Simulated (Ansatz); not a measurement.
An input for Ansatz 0.2.0 (VBiO4 (I4_1/a)):

```yaml
crystal:
  lattice:
    - [-2.56105292, 2.56105292, 5.911985994]
    - [2.56105292, -2.56105292, 5.911985994]
    - [2.56105292, 2.56105292, -5.911985994]
  atoms:
    - { symbol: V, position: [0.5, 0.5, 0.0] }
    - { symbol: V, position: [0.25, 0.75, 0.5] }
    - { symbol: Bi, position: [0.0, 0.0, 0.0] }
    - { symbol: Bi, position: [0.75, 0.25, 0.5] }
    - { symbol: O, position: [0.1711996351, 0.5604535023, 0.8903801152] }
    - { symbol: O, position: [0.3104535023, 0.920073387, 0.8892538672] }
    - { symbol: O, position: [0.0308195198, 0.4211996351, 0.1107461328] }
    - { symbol: O, position: [0.670073387, 0.2808195198, 0.1096198848] }
    - { symbol: O, position: [0.079926613, 0.9691804802, 0.3903801152] }
    - { symbol: O, position: [0.7191804802, 0.8288003649, 0.3892538672] }
    - { symbol: O, position: [0.5788003649, 0.6895464977, 0.6096198848] }
    - { symbol: O, position: [0.4395464977, 0.329926613, 0.6107461328] }
kpoints:
  mp_grid: { grid: [6, 6, 6] }
hamiltonian:
  xc: pbe
  pseudopotentials: { kind: paw, azcp: { folder: soft_1 } }
scf:
  occupations: { method: fermi_dirac, width: 0.02 }
relax:
  f_tol: 0.01
output:
  write_density: true
  write_potential: true
  elf: true
  volumetric_format: npy
```

```sh
ansatz run input.yaml --threads 3 --pin off --max-ram 92160MiB --backend cuda --events-out ev --progress --plain --runs-dir out --devices 1 --max-vram 13GiB
```

Estimate wall time and host memory on 1 × NVIDIA H100 80GB HBM3 (shared by 6 runs) with 3 threads of AMD EPYC 7R13 (Zen 3), shared host.

It took 34 s; on shared hardware allow 17 s to 67 s. Peak host memory was 1.1 GiB. The sizes that set the cost: 3051 plane waves a state, 36 irreducible k points and 25 SCF cycles.

[Paths, hosts, dates, memory and timing lines, banners, echoed tables and standing remarks are left out of the program output.]

[Logs are printed without paths, hosts, clocks, repeated set-up lines and the standing remarks that a program may print on its own settings, such as how far it seeks lower states.]

[Runs of the session that timed out or met a known fault of the program may be left out.]

[Cells called generated may have been cut or substituted from an entry of the Crystallography Open Database or the Materials Project.]

[Hosts, paths, dates, database ids (printed as entryN), source tags and the programs' standing remarks are cut or masked in the printed files.]
